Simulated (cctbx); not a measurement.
# Interatomic vectors of Ga3Tc7

Space group P6_3mc (no. 186), a = 8.0120 Å, b = 8.0120 Å, c = 5.2990 Å, α = 90.00°, β = 90.00°, γ = 120.00°, content Tc14 Ga6.

The data are simulated with cctbx, not measured: Ag Kα, λ = 0.56087 Å, to d = 0.7 Å, 70 % of the full sphere, strongest reflection 20000 counts, noise from counting, a 1.5 % proportional error and a noise floor of 2 counts (s.d.); no absorption.

Patterson synthesis from sharpened amplitudes, origin scaled to 1000:

```text
Patterson group P 6/m m m
      u       v       w   height  length (A)
  0.000   0.000   0.000   1000.0     0.00
  0.000   0.374   0.000    221.2     2.99
  0.120   0.240   0.500    216.0     3.13
  0.333   0.667   0.283    164.0     4.86
  0.207   0.414   0.192    160.9     3.05
  0.089   0.544   0.500    123.0     4.84
  0.216   0.433   0.000     93.1     3.00
  0.333   0.667   0.092     86.8     4.65
  0.142   0.284   0.269     83.8     2.43
  0.071   0.536   0.313     72.7     4.36
  0.000   0.309   0.299     71.3     2.94
  0.190   0.379   0.500     60.7     3.73
  0.058   0.347   0.271     56.3     2.95
  0.252   0.504   0.500     53.8     5.91
```

Q: Assign the vectors.

A peak at u stands for all pairs with xi − xj = u, with weight Σ ZiZj against Σ Z² = 31652 at the origin. Peak heights follow these weights only roughly, since form factors, motion and series ripples differ, all vectors within 0.55 Å of a peak are counted as merged into it though the farther ones add only part of their weight, and F(000) is left out, which lowers the whole map:

| u | v | w | shortest length (Å) | height | 1000 ΣZiZj/ΣZ² | pairs in the cell |
| --- | --- | --- | --- | --- | --- | --- |
| 0.000 | 0.374 | 0.000 | 3.00 | 221 | 294 | 4 × Tc–Tc, 2 × Ga–Ga |
| 0.120 | 0.240 | 0.500 | 3.13 | 216 | 292 | 5 × Tc–Tc |
| 0.333 | 0.667 | 0.283 | 4.86 | 164 | 302 | 3 × Tc–Tc, 3 × Tc–Ga |
| 0.207 | 0.414 | 0.192 | 3.05 | 161 | 175 | 3 × Tc–Tc |
| 0.089 | 0.544 | 0.500 | 4.84 | 123 | 285 | 4 × Tc–Ga, 2 × Tc–Tc |
| 0.216 | 0.433 | 0.000 | 3.00 | 93 | 117 | 2 × Tc–Tc |
| 0.333 | 0.667 | 0.092 | 4.65 | 87 | 126 | 3 × Tc–Ga |
| 0.142 | 0.284 | 0.269 | 2.43 | 84 | 126 | 3 × Tc–Ga |
| 0.071 | 0.536 | 0.313 | 4.36 | 73 | 101 | 1 × Tc–Tc, 1 × Tc–Ga |
| 0.000 | 0.309 | 0.299 | 2.94 | 71 | 117 | 2 × Tc–Tc |

The table stops at ten peaks or at a height of 45, below which ripples compete. In the model behind the data Tc, the heaviest element, has 3 independent sites: (2/3, 1/3, 0.5846), (0.8730, 0.7459, 0.7624) and (0.4530, 0.9059, 0.5605), up to an allowed shift of origin; the Tc–Tc vectors are differences of these positions and their symmetry mates. The whole model:

```
atom  mult.       x       y       z  Ueq (Å²)
 Tc1      2     2/3     1/3  0.5846    0.0091
 Tc2      6  0.8730  0.7459  0.7624    0.0133
 Tc3      6  0.4530  0.9059  0.5605    0.0046
 Ga1      6  0.1910  0.3820  0.8329    0.0084
```

The model was made for the exercise: a known structure type with other elements put in, its volume estimated, not relaxed; displacement parameters are assumed.

[Logs are printed without paths, hosts, clocks, repeated set-up lines and the standing remarks that a program may print on its own settings, such as how far it seeks lower states.]
